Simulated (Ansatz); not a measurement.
# ZnSb (Pbca): the dielectric response by several routes

Wanted: ε∞ of ZnSb (Pbca) from perturbation theory, a sum over states and the RPA step of G0W0, with cost.

Method: linear response on r2SCAN, plane waves, PAW, in Ansatz 0.2.0.

This is a report of a sequence of runs, with most program output left out.

In doubt: the program warns that the response may not be converged on this k-mesh (step 2), which bears on dielectric and field responses.

## 1. Set-up

Symmetry: Pbca, No. 61, orthorhombic system. Conventional cell: a = 6.218 Å, b = 7.741 Å, c = 8.115 Å, α = 90.00°, β = 90.00°, γ = 90.00°. Nearest to Zn lie 4 Sb at 2.64 to 2.94 Å and 1 Zn at 2.82 Å. Sb has 4 Zn at 2.64 to 2.94 Å and 1 Sb at 2.81 Å nearest. Farther neighbours are not listed.

The cell and positions come from the Crystallography Open Database and are kept as given unless a step says otherwise. Spin-orbit coupling is left out unless a step names it. The default PAW set here is soft_2. Its files were made with PBE.

## 2. Response to a homogeneous field

ε∞ sets how strongly the crystal screens. Perturbation theory gives it with local fields and without a sum over empty bands.

This step: dielectric response by perturbation theory, r2SCAN, plane waves, PAW.

input.yaml

```yaml
crystal:
  lattice:
    - [6.218, 0.0, 0.0]
    - [0.0, 7.741, 0.0]
    - [0.0, 0.0, 8.115]
  atoms:
    - { symbol: Zn, position: [0.4539, 0.1115, 0.8673] }
    - { symbol: Zn, position: [0.0461, 0.8885, 0.3673] }
    - { symbol: Zn, position: [0.9539, 0.3885, 0.1327] }
    - { symbol: Zn, position: [0.5461, 0.6115, 0.6327] }
    - { symbol: Zn, position: [0.5461, 0.8885, 0.1327] }
    - { symbol: Zn, position: [0.9539, 0.1115, 0.6327] }
    - { symbol: Zn, position: [0.0461, 0.6115, 0.8673] }
    - { symbol: Zn, position: [0.4539, 0.3885, 0.3673] }
    - { symbol: Sb, position: [0.142, 0.0841, 0.1083] }
    - { symbol: Sb, position: [0.358, 0.9159, 0.6083] }
    - { symbol: Sb, position: [0.642, 0.4159, 0.8917] }
    - { symbol: Sb, position: [0.858, 0.5841, 0.3917] }
    - { symbol: Sb, position: [0.858, 0.9159, 0.8917] }
    - { symbol: Sb, position: [0.642, 0.0841, 0.3917] }
    - { symbol: Sb, position: [0.358, 0.5841, 0.1083] }
    - { symbol: Sb, position: [0.142, 0.4159, 0.6083] }
kpoints:
  mp_grid: { grid: [4, 4, 4] }
hamiltonian:
  xc: r2scan
scf:
  occupations: { method: fixed }
dielectric: {}
```

On the command line:

```bash
$ ansatz run input.yaml --threads 24 --pin off --max-ram 82944MiB --backend cuda --events-out ev --progress --plain --runs-dir out --devices 1 --max-vram 78GiB
```

Elapsed: 52 s, on 1 × NVIDIA GB200 (shared by 2 runs) with 24 threads of Arm Neoverse V2, shared host; peak memory 17 GiB.

Numbers from this step:

```
stated error of ε∞ : 1.2
```

One over ε∞ averages 0.05, well under the quarter of exact exchange in PBE0, which by this rule of thumb may open the gap too far.

High-frequency dielectric tensor:

```
24.36  0.00  0.00
 0.00 20.00  0.00
 0.00  0.00 20.95
```

Born effective charge (e), principal values of the symmetric part by kind of site:

| atom | atoms with these values | low | middle | high | mean |
| --- | --- | --- | --- | --- | --- |
| Zn1 | 8 | 1.42 | 2.31 | 2.46 | 2.06 |
| Sb9 | 8 | -2.77 | -2.47 | -0.96 | -2.06 |

In full for Zn1:

```
 2.14  0.29 -0.31
 0.23  1.95  0.22
-0.34  0.53  2.10
```

## 3. Independent-particle spectrum

The independent-particle spectrum shows where the oscillator strength lies, before excitons and local fields.

This step: independent-particle optics on r2SCAN, plane waves, PAW.

Changes to input.yaml since step 2:

```diff
@@ -28,2 +28,4 @@
   occupations: { method: fixed }
-dielectric: {}
+  n_extra_bands: 267
+output:
+  optics: { e_range: [0, 25], de: 0.1, sigma: 0.2 }
```

It took 51 s on 1 × NVIDIA GB200 (shared by 2 runs) with 24 threads; peak memory 12 GiB; 4.5 min of CPU time.

This step gave:

| Item | Value |
| --- | --- |
| ε∞ without local fields (xx, yy, zz) | 24.23, 20.13, 21.25 |
| electrons in the f-sum (xx, yy, zz) | 148.1, 147.8, 147.8 |
| bands in the explicit sum (the static value is completed to all bands) | 375 |

The sum gives ε∞ = 24.23, 20.13 and 21.25 without local fields.

Independent particles, no local fields, Gaussian width 0.2 eV. The ε₂ by photon energy; read off at these points:

| photon energy (eV) | xx | yy | zz |
| --- | --- | --- | --- |
| 0.0 | 0 | 0 | 0 |
| 1.0 | 0.656 | 2.23 | 6.24 |
| 2.0 | 48.9 | 23.7 | 20.5 |
| 2.4 | 45.6 | 26.4 | 28.8 |
| 2.7 | 34.9 | 28.7 | 27.5 |
| 3.0 | 26.8 | 26.5 | 26.4 |
| 4.0 | 11.0 | 14.1 | 14.7 |
| 5.0 | 6.80 | 8.25 | 8.61 |
| 6.0 | 3.64 | 5.29 | 4.65 |
| 7.0 | 2.19 | 3.09 | 2.95 |
| 8.0 | 1.33 | 1.70 | 1.74 |
| 9.0 | 1.14 | 1.35 | 1.32 |
| 10.0 | 0.839 | 1.02 | 0.942 |
| 11.0 | 0.687 | 0.765 | 0.696 |
| 12.0 | 0.600 | 0.631 | 0.643 |
| 13.0 | 0.537 | 0.525 | 0.499 |
| 14.0 | 0.399 | 0.417 | 0.430 |
| 15.0 | 0.356 | 0.358 | 0.360 |
| 16.0 | 0.326 | 0.300 | 0.328 |
| 17.0 | 0.274 | 0.261 | 0.270 |
| 18.0 | 0.229 | 0.234 | 0.250 |
| 19.0 | 0.219 | 0.222 | 0.234 |
| 20.0 | 0.208 | 0.191 | 0.201 |
| 21.0 | 0.195 | 0.191 | 0.190 |
| 22.0 | 0.189 | 0.183 | 0.178 |
| 23.0 | 0.167 | 0.165 | 0.161 |
| 24.0 | 0.147 | 0.145 | 0.144 |
| 25.0 | 0.134 | 0.140 | 0.132 |

Independent particles, no local fields, Gaussian width 0.2 eV. Table of loss function by photon energy; read off at these points:

| photon energy (eV) | xx | yy | zz |
| --- | --- | --- | --- |
| 0.0 | 0 | 0 | 0 |
| 1.0 | 7.0e-4 | 0.00347 | 0.00907 |
| 2.0 | 0.0137 | 0.0199 | 0.0182 |
| 3.0 | 0.0345 | 0.0372 | 0.0373 |
| 4.0 | 0.0481 | 0.0582 | 0.0589 |
| 5.0 | 0.0725 | 0.0831 | 0.0723 |
| 6.0 | 0.0925 | 0.108 | 0.100 |
| 7.0 | 0.132 | 0.129 | 0.127 |
| 8.0 | 0.185 | 0.171 | 0.182 |
| 9.0 | 0.281 | 0.269 | 0.255 |
| 10.0 | 0.425 | 0.385 | 0.363 |
| 11.0 | 0.685 | 0.568 | 0.577 |
| 12.0 | 1.10 | 0.892 | 0.948 |
| 13.0 | 1.52 | 1.36 | 1.51 |
| 14.0 | 2.38 | 2.20 | 2.21 |
| 14.7 | 2.80 | 2.73 | 2.65 |
| 15.0 | 2.65 | 2.77 | 2.74 |
| 15.3 | 2.59 | 2.80 | 2.76 |
| 15.6 | 2.53 | 2.88 | 2.66 |
| 16.0 | 2.23 | 2.54 | 2.31 |
| 17.0 | 1.87 | 1.95 | 1.90 |
| 18.0 | 1.18 | 1.22 | 1.23 |
| 19.0 | 0.884 | 0.959 | 0.984 |
| 20.0 | 0.662 | 0.654 | 0.705 |
| 21.0 | 0.541 | 0.540 | 0.549 |
| 22.0 | 0.464 | 0.458 | 0.456 |
| 23.0 | 0.383 | 0.379 | 0.370 |
| 24.0 | 0.304 | 0.297 | 0.296 |
| 25.0 | 0.252 | 0.261 | 0.247 |

## 4. RPA screening from the G0W0 run

Now the one-shot GW correction: screening in the RPA, then the self-energy of the levels asked for.

This step: G0W0 on r2SCAN, plane waves, PAW.

Changes to input.yaml since step 3:

```diff
@@ -23,3 +23,3 @@
 kpoints:
-  mp_grid: { grid: [4, 4, 4] }
+  mp_grid: { grid: [2, 2, 2] }
 hamiltonian:
@@ -28,4 +28,7 @@
   occupations: { method: fixed }
-  n_extra_bands: 267
-output:
-  optics: { e_range: [0, 25], de: 0.1, sigma: 0.2 }
+gw:
+  n_empty_bands: 886
+  ecut_chi: 100.0
+  qp_bands: [v4, c4]
+  qp_kpoints: band_edges
+  screening: { model: contour_deformation }
```

Elapsed: 18 s, on 1 × NVIDIA GB200 (shared by 2 runs) with 24 threads; peak memory 5.3 GiB.

This step gave:

```
bands summed                                 : 994
RPA ε∞ on this mesh (eigenvalues)            : 30.96, 33.65, 45.69
plane waves in the screening matrix          : 883
G0W0 gap on the mesh                         : 0.7622 eV
k of the valence top                         : -0.5, 0, 0
k of the conduction bottom                   : 0, 0, -0.5
starting gap on the mesh                     : 0.6316 eV
least direct G0W0 gap on the computed points : 1.038 eV
```

The gap on the mesh goes from 0.63 eV to 0.76 eV, a correction of +0.13 eV, though a band edge has moved to another state.

Mean over the mesh in bins of 0.25 1/Å. Static inverse dielectric function, diagonal against length of q+G:

| length of q+G (Å⁻¹) | static inverse dielectric function, diagonal |
| --- | --- |
| 0.48 | 0.133 |
| 0.74 | 0.217 |
| 1.02 | 0.305 |
| 1.28 | 0.395 |
| 1.54 | 0.477 |
| 1.74 | 0.535 |
| 2.01 | 0.607 |
| 2.26 | 0.665 |
| 2.52 | 0.717 |
| 2.75 | 0.759 |
| 3.00 | 0.799 |
| 3.25 | 0.837 |
| 3.50 | 0.871 |
| 3.75 | 0.897 |
| 4.00 | 0.918 |
| 4.25 | 0.935 |
| 4.51 | 0.949 |
| 4.75 | 0.960 |
| 5.00 | 0.969 |

## 5. The values together

Times are wall times on 1 × NVIDIA GB200 (shared by 2 runs) with 24 threads of Arm Neoverse V2, shared host, good to a factor of about two.

| method | mesh | ε∞, low | middle | high | mean | time |
| --- | --- | --- | --- | --- | --- | --- |
| perturbation theory (local fields and xc kernel) | 4×4×4 (response on 640 points) | 20.00 | 20.95 | 24.36 | 21.77 | 52 s |
| sum over states (no local fields) | 4×4×4 | 20.13 | 21.25 | 24.23 | 21.87 | 51 s |
| RPA with local fields, on the GW mesh | 2×2×2 | 30.96 | 33.65 | 45.69 | 36.77 | 18 s |

## 6. What came out

| Property | Result |
| --- | --- |
| perturbation theory (local fields and xc kernel) | 20.00, 20.95, 24.36 |
| sum over states (no local fields) | 20.13, 21.25, 24.23 |
| RPA with local fields, on the GW mesh | 30.96, 33.65, 45.69 |

In words: Mean Born effective charge: Zn1 2.06, Sb9 -2.06 e. The ε₂ (xx) has its highest peak at 2.1 eV. The loss function (xx) has its highest peak at 14.7 eV. The sum without local fields gives 21.87 in the mean against 21.77 by perturbation theory; local fields lower ε∞ and the xc kernel gives part of it back, though the sum also carries the error of its own mesh. The RPA values on the 2×2×2 mesh average 1.69 times those of perturbation theory (means 36.77 and 21.77, which can hide unlike anisotropies). Without the xc kernel RPA should lie a little lower; it lies higher here. Perturbation theory sums its response on a denser mesh of its own, so the coarser sum of the GW run is the likely cause. r2SCAN usually puts the gap too low, which tends to raise ε∞. Ions are clamped, so the lattice part of the static constant is not in these numbers.

[Paths, hosts, dates, memory and timing lines, banners, echoed tables and standing remarks are left out of the program output.]

[Logs are printed without paths, hosts, clocks, repeated set-up lines and the standing remarks that a program may print on its own settings, such as how far it seeks lower states.]

[Runs of the session that timed out or met a known fault of the program may be left out.]

[Cells called generated may have been cut or substituted from an entry of the Crystallography Open Database or the Materials Project.]

[Hosts, paths, dates, database ids (printed as entryN), source tags and the programs' standing remarks are cut or masked in the printed files.]
